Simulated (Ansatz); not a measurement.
# How the geometry moves the gap of MgO (Periclase)

Aim: gaps of MgO (Periclase) at the database cell and after a full relaxation.

Program: Ansatz 0.2.0. Level of theory: PBE, HSE06 and G0W0, plane waves, PAW. Results are calculated unless marked as measured.

The database entry behind the starting cell differs from later determinations by our own check (about 0.1 % long), so it need not match the best structure at ambient conditions.

**1. Starting point**

The structure is cubic, space group Fm-3m (No. 225). The conventional cell has a = 4.217 Å, b = 4.217 Å, c = 4.217 Å, α = 90.00°, β = 90.00°, γ = 90.00°. Nearest to Mg lie 6 O at 2.11 Å. Nearest to O lie 6 Mg at 2.11 Å. Farther neighbours and most contacts between anions are not listed.

The cell and positions come from the Crystallography Open Database and are kept as given unless a step says otherwise. The default PAW set here is soft_2. Its files were made with PBE.

**2. PBE bands at the given cell**

Levels along a band path, at the cheap level, show where the edges lie and whether the meshes to come will hold them.

This step: DFT, PBE, plane waves, PAW.

Input file input.yaml:

```yaml
crystal:
  lattice:
    - [0.0, 2.1085, 2.1085]
    - [2.1085, 0.0, 2.1085]
    - [2.1085, 2.1085, 0.0]
  atoms:
    - { symbol: Mg, position: [0.0, 0.0, 0.0] }
    - { symbol: O, position: [0.5, 0.5, 0.5] }
kpoints:
  mp_grid: { grid: [10, 10, 10] }
  band_path:
    path:
      - [[0.0, 0.0, 0.0], [0.5, 0.0, 0.5], [0.625, 0.25, 0.625]]
      - [[0.375, 0.375, 0.75], [0.0, 0.0, 0.0], [0.5, 0.5, 0.5], [0.5, 0.25, 0.75], [0.5, 0.0, 0.5]]
    npoints: 10
hamiltonian:
  xc: pbe
scf:
  occupations: { method: fermi_dirac, width: 0.02 }
  n_extra_bands: 4
output:
  eigenvalues: true
  write_density: true
  write_potential: true
  elf: true
  volumetric_format: npy
```

Started as:

```
> ansatz run input.yaml --threads 3 --pin off --max-ram 92160MiB --backend cuda --events-out ev --progress --plain --runs-dir out --devices 1 --max-vram 13GiB  # rebuilt from the run's record
```

Numbers of over 12 decimals in the logs are rounded to 6 here.

The program printed:

```text
scf.n_extra_bands = 4 over 8 filled bands (N_el = 16.0): the run solves 12 bands
GPUs: using 1 of 1 available (devices: 1).
Engine: ansatz 0.2.0, x86_64-unknown-linux-gnu
Pseudopotentials: kind: paw
Pseudopotential: Mg, paw, valence charge 10, recommended cutoff 420 eV (normal), Mg.paw.azcp
Pseudopotential: O, paw, valence charge 6, recommended cutoff 420 eV (normal), O.paw.azcp
Functional definition: PBE
  parameter kappa = 0.804
  parameter beta = 0.066725
  exchange = pbe_x(kappa = kappa, mu = beta*pi^2/3)
  correlation = pbe_c(beta = beta)
device memory: the entry about to start is reckoned to put 1.0 GiB on a device that reports 40.7 GiB free (of which the cap on the GPU budget leaves the run 13.0 GiB)
GPU FFT provider: cuFFT
GPU libraries: cuBLAS 13.8.2, cuFFT 12.4.0, cuSOLVER 12.3.4
Crystal: 2 atoms, lattice volume = 18.748 Å³
Basis set: ecut = 420 eV, 339 PW (Γ)
Bands: 12, of which v1, the nominal top of the filled ones, is band 8 counted from 1 (7 counted from 0)
Symmetry: 48 space group operations
Space group: Fm-3m (ITA 225), of the structure as read, at distance tolerance 2.7e-5 Å
k-points: 47 of 1000
Non-local potential: Mg, projectors of the file, l = 0: 3, l = 1: 2, l = 2: 1
Non-local potential: O, projectors of the file, l = 0: 2, l = 1: 2, l = 2: 1
PAW form: soft (Blöchl's): semilocal exchange-correlation on the pseudo side does not see the compensation charge
PAW one-centre angular grid: Mg, 110 points (default); XC on 64 Gauss nodes
PAW one-centre angular grid: O, 110 points (default); XC on 64 Gauss nodes
Initial density: superposition of atomic densities (neutral atoms: chi_scale 0, normalization atom), corrected by the library's trained network
Initial wavefunctions: pseudopotential atomic-orbital guess
GPU buffer pool allocated for 8000 grid points (all kernels)
GPU transforms: local potential and band sums: pruned to the plane-wave sphere, on 20×20×20
Functional: x = pbe(κ = 0.804, μ = 0.219515), c = pbe(β = 0.066725)
SCF iter   1: F=—  HF=-2494.131886 eV  |F-HF|=—  |Δ(HF+E_count)|=         —  Δρ=5.65e-4  dr2=7.69e-6  ethr=1.77e-3  ⟨swp⟩=5.9  Hψ=3320  notcnv=0
preconditioner: auto → none  [insulator: Δε(μ)=4.708 eV  Ē_g=18.500 eV  σ=0.020 eV  W_gap=1.00  n_scr=8 (ndim 8)  ℏωp=24.3 eV  f_vac=0.000  D(μ)=0.00/eV (n_scr^D=0)  ε∞_Penn≈2.7]
SCF iter   2: F=—  HF=-2494.132766 eV  |F-HF|=—  |Δ(HF+E_count)|=   8.80e-4  Δρ=3.67e-4  dr2=8.95e-6  ethr=4.80e-8  ⟨swp⟩=3.5  Hψ=1704  notcnv=0
SCF iter   3: F=—  HF=-2494.132787 eV  |F-HF|=—  |Δ(HF+E_count)|=   2.04e-5  Δρ=2.11e-4  dr2=2.42e-6  ethr=4.80e-8  ⟨swp⟩=2.0  Hψ=898  notcnv=0
iter 4 did not close the SCF: its close was put off for the readings that it lacked (scf_convergence_deferred on its scf_iter line)
SCF iter   4: F=-2494.132804 eV  HF=-2494.132804 eV  |F-HF|=3.60e-8  |Δ(HF+E_count)|=   1.71e-5  Δρ=2.90e-5  dr2=6.06e-8  ethr=1.51e-8  ⟨swp⟩=2.0  Hψ=893  notcnv=0
iter 5 did not close the SCF: its close was put off for the readings that it lacked (scf_convergence_deferred on its scf_iter line)
SCF iter   5: F=-2494.132804 eV  HF=-2494.132804 eV  |F-HF|=8.17e-9  |Δ(HF+E_count)|=  1.60e-10  Δρ=8.17e-6  dr2=5.55e-9  ethr=3.79e-10  ⟨swp⟩=2.0  Hψ=929  notcnv=0
SCF iter   6: F=-2494.132804 eV  HF=-2494.132804 eV  |F-HF|=1.25e-9  |Δ(HF+E_count)|=   3.52e-9  Δρ=3.12e-6  dr2=9.10e-10  ethr=3.47e-11  ⟨swp⟩=1.0  Hψ=1683  notcnv=0
SCF 1 converged in 6 iterations: F = -2494.132804 eV  dr2 = 9.10e-10
[...]
device memory: the entry about to start is reckoned to put 0.6 GiB on a device that reports 40.6 GiB free (of which the cap on the GPU budget leaves the run 13.0 GiB)
NSCF: frozen V_eff on 62 k-points, pencils in batches of 32, up to order 56
SCF converged after 6 iterations
Free energy (F): -2494.132804 eV
Harris-Foulkes:  -2494.132804 eV  (|F-HF|=1.25e-9)
Internal energy: -2494.132804 eV  (E = F + TS)
E sigma→0 (E₀):  -2494.132804 eV
Fermi energy:    10.458741 eV
--- Per-component energies (eV) ---
  E_band       = -293.270630
  E_kinetic    = 255.748200
  E_local      = -1604.634216  (includes V_loc(G=0)·N_el)
  E_nonlocal   = 142.807615
  E_hartree    = 555.153721
  E_xc         = -105.259818
  E_vxc        = -134.890109  (∫ρ·V_xc dr)
  E_paw        = -450.093950  (= ΣΔE_a)
  E_vpaw       = -62.611192  (= ΣTr[D̂ρ^β])
  E_aug_tail   = 0.002520  (compensation charges beyond the density's cutoff)
  E_ewald      = -1287.856876
  E_smearing   = -0.000000  (= −TS)
  E_closure    = 0.000000  (closes the sum)
  Σ components = -2494.132804   (vs F -2494.132804, Δ=0.00e0)
--- Band table (eV; the first three rows and the last of 47) ---
  k-point 0: bands = [... 4 lower, -9.1430, 8.0913, 8.0913, 8.0913, 12.8005, 23.8928, 23.8928, 23.8928]
  k-point 1: bands = [... 4 lower, -9.0346, 7.4422, 8.0243, 8.0243, 13.4282, 22.6385, 24.1302, 24.1302]
  k-point 2: bands = [... 4 lower, -8.7371, 6.1283, 7.8551, 7.8551, 14.6247, 21.1233, 24.6096, 24.6096]
  k-point 46: bands = [... 4 lower, -7.5584, 4.7914, 5.5906, 6.3718, 19.0942, 19.9089, 20.2628, 23.9923]
```

It took 5 s on 1 × NVIDIA H100 80GB HBM3 (shared by 6 runs) with 3 threads of AMD EPYC 7R13 (Zen 3), shared host; peak memory 0.87 GiB.

The column dr2 measures how far the density is from self-consistency, as an energy; F and HF (Harris–Foulkes) agree once it is small.

This step gave:

| Item | Value |
| --- | --- |
| filled bands | 8 |
| gap | 4.709 eV |
| valence top at | Γ |
| conduction bottom at | Γ |
| least direct gap | 4.709 eV |

The gap is direct, at Γ.

**3. The relaxed cell**

Cell and ions were relaxed with PBE; that run is not shown. It left this cell:

It takes space group Fm-3m (No. 225, cubic). The conventional cell has a = 4.254 Å, b = 4.254 Å, c = 4.254 Å, α = 90.00°, β = 90.00°, γ = 90.00°. Mg has 6 O at 2.13 Å nearest. Nearest to O lie 6 Mg at 2.13 Å. Farther neighbours and most contacts between anions are not listed.

**4. PBE at the relaxed cell**

The cell differs from the one that the last finished run ended in (a 2.982 → 3.008 Å, b 2.982 → 3.008 Å, c 2.982 → 3.008 Å).

input.yaml, the sections that differ from step 2:

```yaml
crystal:
  lattice:
    - [0.0, 2.1268563025, 2.1268563025]
    - [2.1268563025, 0.0, 2.1268563025]
    - [2.1268563025, 2.1268563025, 0.0]
  atoms:
    - { symbol: Mg, position: [0.0, 0.0, 0.0] }
    - { symbol: O, position: [0.5, 0.5, 0.5] }
output:
  eigenvalues: true
# kpoints, hamiltonian, scf: as in step 2
```

The program printed:

```text
[...]
GPUs: using 1 of 1 available (devices: 1).
[...]
GPU FFT provider: cuFFT
GPU libraries: cuBLAS 13.8.2, cuFFT 12.4.0, cuSOLVER 12.3.4
Crystal: 2 atoms, lattice volume = 19.242 Å³
Basis set: ecut = 420 eV, 339 PW (Γ)
Bands: 12, of which v1, the nominal top of the filled ones, is band 8 counted from 1 (7 counted from 0)
[... 1 set-up line as in the run before ...]
[...]
k-points: 47 of 1000
[...]
Fermi energy:    10.018217 eV
[...]
--- Band table (eV; the first three rows and the last of 47) ---
  k-point 0: bands = [... 4 lower, -9.3309, 7.7745, 7.7745, 7.7745, 12.2358, 23.4252, 23.4252, 23.4252]
  k-point 1: bands = [... 4 lower, -9.2276, 7.1291, 7.7100, 7.7100, 12.8664, 22.1789, 23.6529, 23.6529]
  k-point 2: bands = [... 4 lower, -8.9443, 5.8411, 7.5482, 7.5482, 14.0651, 20.6572, 24.0998, 24.0998]
  k-point 46: bands = [... 4 lower, -7.8238, 4.5620, 5.3421, 6.0995, 18.6394, 19.2850, 19.7328, 23.3272]
[key lines of the parts left out:]
SCF converged after 6 iterations
Free energy (F): -2494.138995 eV
```

Wall time 3.8 s (1 × NVIDIA H100 80GB HBM3 (shared by 6 runs) with 3 threads); peak memory 0.87 GiB.

This step gave:

```yaml
gap: 4.461 eV
valence_top_at: Γ
conduction_bottom_at: Γ
least_direct_gap: 4.461 eV
```

The gap is direct, at Γ.

**5. HSE06 at the relaxed cell**

The screened hybrid is the usual rung above semilocal functionals: a quarter of exact exchange, cut off beyond a few ångström.

This step: DFT, HSE06, plane waves, PAW.

input.yaml, the sections that differ from step 4:

```yaml
kpoints:
  mp_grid: { grid: [6, 6, 6] }
  band_path:
    path:
      - [0.0, 0.0, 0.0]
      - [0.5, 0.0, 0.5]
      - [0.625, 0.25, 0.625]
      - [0.375, 0.375, 0.75]
      - [0.5, 0.5, 0.5]
      - [0.5, 0.25, 0.75]
    npoints: 1
hamiltonian:
  xc: hse06
scf:
  occupations: { method: fixed }
  n_extra_bands: 4
# crystal, output: as in step 4
```

The program printed:

```text
[...]
GPUs: using 1 of 1 available (devices: 1).
[...]
davidson cushion auto → on  (no smearing: the cushion is to keep the highest requested band from converging to the state above it; pin scf.eigensolver.cushion to override)
[...]
GPU FFT provider: cuFFT
GPU libraries: cuBLAS 13.8.2, cuFFT 12.4.0, cuSOLVER 12.3.4
Crystal: 2 atoms, lattice volume = 19.242 Å³
Basis set: ecut = 420 eV, 339 PW (Γ)
[...]
E sigma→0 (E₀):  -2494.335747 eV
Fermi energy:    6.533986 eV
[...]
--- Band table (eV; the first three rows and the last of 16) ---
  k-point 0: bands = [... 4 lower, -12.1291, 6.5340, 6.5340, 6.5340, 12.7076, 24.1259, 24.1259, 24.1259]
  k-point 1: bands = [... 4 lower, -11.8387, 5.0026, 6.3535, 6.3535, 14.1703, 21.7690, 24.7037, 24.7037]
  k-point 2: bands = [... 4 lower, -11.1928, 2.7424, 6.0158, 6.0158, 15.7882, 20.6904, 24.8847, 24.8847]
  k-point 15: bands = [... 4 lower, -10.5556, 2.8587, 4.2194, 4.8015, 18.8222, 19.6298, 20.8873, 24.8598]
[key lines of the parts left out:]
Free energy (F): -2494.335747 eV
```

It took 7.2 s on 1 × NVIDIA H100 80GB HBM3 (shared by 6 runs) with 3 threads; peak memory 1 GiB; 9.7 s of CPU time.

Numbers from this step:

| Quantity | Value |
| --- | --- |
| gap | 6.174 eV |
| valence top at | Γ |
| conduction bottom at | Γ |
| least direct gap | 6.174 eV |

The gap stands +1.71 eV against PBE.

**6. G0W0 at the relaxed cell**

Now the one-shot GW correction: screening in the RPA, then the self-energy of the levels asked for.

This step: G0W0 on PBE, plane waves, PAW.

Input file input.yaml:

```yaml
crystal:
  lattice:
    - [0.0, 2.1268563025, 2.1268563025]
    - [2.1268563025, 0.0, 2.1268563025]
    - [2.1268563025, 2.1268563025, 0.0]
  atoms:
    - { symbol: Mg, position: [0.0, 0.0, 0.0] }
    - { symbol: O, position: [0.5, 0.5, 0.5] }
kpoints:
  mp_grid: { grid: [6, 6, 6] }
hamiltonian:
  xc: pbe
scf:
  occupations: { method: fixed }
gw:
  n_empty_bands: 57
  ecut_chi: 120
  qp_bands: [v2, c2]
  qp_kpoints: band_edges
  screening: { model: contour_deformation }
```

The program printed:

```text
GPUs: using 1 of 1 available (devices: 1).
[...]
GPU FFT provider: cuFFT
GPU libraries: cuBLAS 13.8.2, cuFFT 12.4.0, cuSOLVER 12.3.4
Crystal: 2 atoms, lattice volume = 19.242 Å³
Basis set: ecut = 420 eV, 339 PW (Γ)
Bands: 12, of which v1, the nominal top of the filled ones, is band 8 counted from 1 (7 counted from 0)
[... 1 set-up line as in the run before ...]
[...]
k-points: 16 of 216
[...]
1    10     21.0964    -4.4720    -4.7531   -10.2623  0.8270    22.1440    22.1336  root
[...]
12     7      6.4752   -25.3581     4.5238   -19.4014  0.7822     5.0188     5.0424  root
    12     8      6.4752   -25.3581     4.5238   -19.4014  0.7822     5.0188     5.0424  root
    12     9     16.8817    -3.7915    -4.1701    -8.7586  0.8541    17.6833    17.6787  root
    12    10     17.4498    -7.1470    -4.4139   -12.8021  0.8505    18.7028    18.6909  root
[key lines of the parts left out:]
SCF converged after 6 iterations
Free energy (F): -2494.138503 eV
Fermi energy:    7.775273 eV
```

Wall time 5.8 s (1 × NVIDIA H100 80GB HBM3 (shared by 6 runs) with 3 threads); peak memory 0.97 GiB; 8.7 s of CPU time.

Numbers from this step:

```
bands summed                                 : 65
RPA ε∞ on this mesh (eigenvalues)            : 3.101, 3.101, 3.101
plane waves in the screening matrix          : 59
G0W0 gap on the mesh                         : 6.704 eV
k of the valence top                         : 0, 0, 0
k of the conduction bottom                   : 0, 0, 0
starting gap on the mesh                     : 4.461 eV
least direct G0W0 gap on the computed points : 6.704 eV
```

The gap on the mesh goes from 4.46 eV to 6.70 eV, a correction of +2.24 eV. Between the two edge states, bare exchange in place of the xc potential would open the gap by 10.15 eV, and correlation takes back 7.90 eV.

**7. G0W0 at the given cell**

input.yaml, the sections that differ from step 6:

```yaml
crystal:
  lattice:
    - [0.0, 2.1085, 2.1085]
    - [2.1085, 0.0, 2.1085]
    - [2.1085, 2.1085, 0.0]
  atoms:
    - { symbol: Mg, position: [0.0, 0.0, 0.0] }
    - { symbol: O, position: [0.5, 0.5, 0.5] }
gw:
  n_empty_bands: 55
  ecut_chi: 120
  qp_bands: [v2, c2]
  qp_kpoints: band_edges
  screening: { model: contour_deformation }
# kpoints, hamiltonian, scf: as in step 6
```

The program printed:

```text
GPUs: using 1 of 1 available (devices: 1).
[...]
GPU FFT provider: cuFFT
GPU libraries: cuBLAS 13.8.2, cuFFT 12.4.0, cuSOLVER 12.3.4
Crystal: 2 atoms, lattice volume = 18.748 Å³
Basis set: ecut = 420 eV, 339 PW (Γ)
Bands: 12, of which v1, the nominal top of the filled ones, is band 8 counted from 1 (7 counted from 0)
[... 1 set-up line as in the run before ...]
[...]
k-points: 16 of 216
[...]
1    10     21.5566    -4.5360    -4.7578   -10.3646  0.8310    22.6394    22.6274  root
[...]
12     7      6.7586   -25.4740     4.5270   -19.4822  0.7862     5.2705     5.2938  root
    12     8      6.7586   -25.4740     4.5270   -19.4822  0.7862     5.2705     5.2938  root
    12     9     17.2342    -3.8722    -4.1717    -8.8663  0.8567    18.0613    18.0567  root
    12    10     18.0452    -7.2596    -4.4345   -12.9721  0.8529    19.3350    19.3232  root
[key lines of the parts left out:]
SCF converged after 6 iterations
Free energy (F): -2494.132437 eV
Fermi energy:    8.092087 eV
```

It took 8.1 s on 1 × NVIDIA H100 80GB HBM3 (shared by 6 runs) with 3 threads; peak memory 0.96 GiB.

Numbers from this step:

```
bands summed                                 : 63
RPA ε∞ on this mesh (eigenvalues)            : 3.068, 3.068, 3.068
plane waves in the screening matrix          : 59
G0W0 gap on the mesh                         : 7.016 eV
k of the valence top                         : 0, 0, 0
k of the conduction bottom                   : 0, 0, 0
starting gap on the mesh                     : 4.709 eV
least direct G0W0 gap on the computed points : 7.016 eV
```

The gap on the mesh goes from 4.71 eV to 7.02 eV, a correction of +2.31 eV. Between the two edge states, bare exchange in place of the xc potential would open the gap by 10.26 eV, and correlation takes back 7.95 eV.

**8. Together**

G0W0 rows are gaps on the mesh, lowered by the amount that the mesh misses the start's edges, a rough step that assumes the same correction there.

```
   level  given cell (eV)  relaxed cell (eV)  change (eV)
     PBE             4.71               4.46        −0.25
   HSE06                -               6.17            -
G0W0@PBE             7.02               6.70        −0.31
```

**9. Results**

- volume change: +2.6 %
- PBE, given cell: 4.71 eV
- PBE, relaxed cell: 4.46 eV
- HSE06, relaxed cell: 6.17 eV
- G0W0@PBE, relaxed cell: 6.70 eV
- G0W0@PBE, given cell: 7.02 eV
- known limits: not at the basis limit

In words: Relaxation changes the volume by +2.6 % and the gap by −0.25 eV (PBE) and −0.31 eV (G0W0@PBE). Bands and cutoff are finite, so the gap is not at the basis limit. The miss can reach some tenths of an eV and take either sign; the mesh is an error of its own.

[Paths, hosts, dates, memory and timing lines, banners, echoed tables and standing remarks are left out of the program output.]

[Logs are printed without paths, hosts, clocks, repeated set-up lines and the standing remarks that a program may print on its own settings, such as how far it seeks lower states.]

[Runs of the session that timed out or met a known fault of the program may be left out.]

[Cells called generated may have been cut or substituted from an entry of the Crystallography Open Database or the Materials Project.]

[Hosts, paths, dates, database ids (printed as entryN), source tags and the programs' standing remarks are cut or masked in the printed files.]
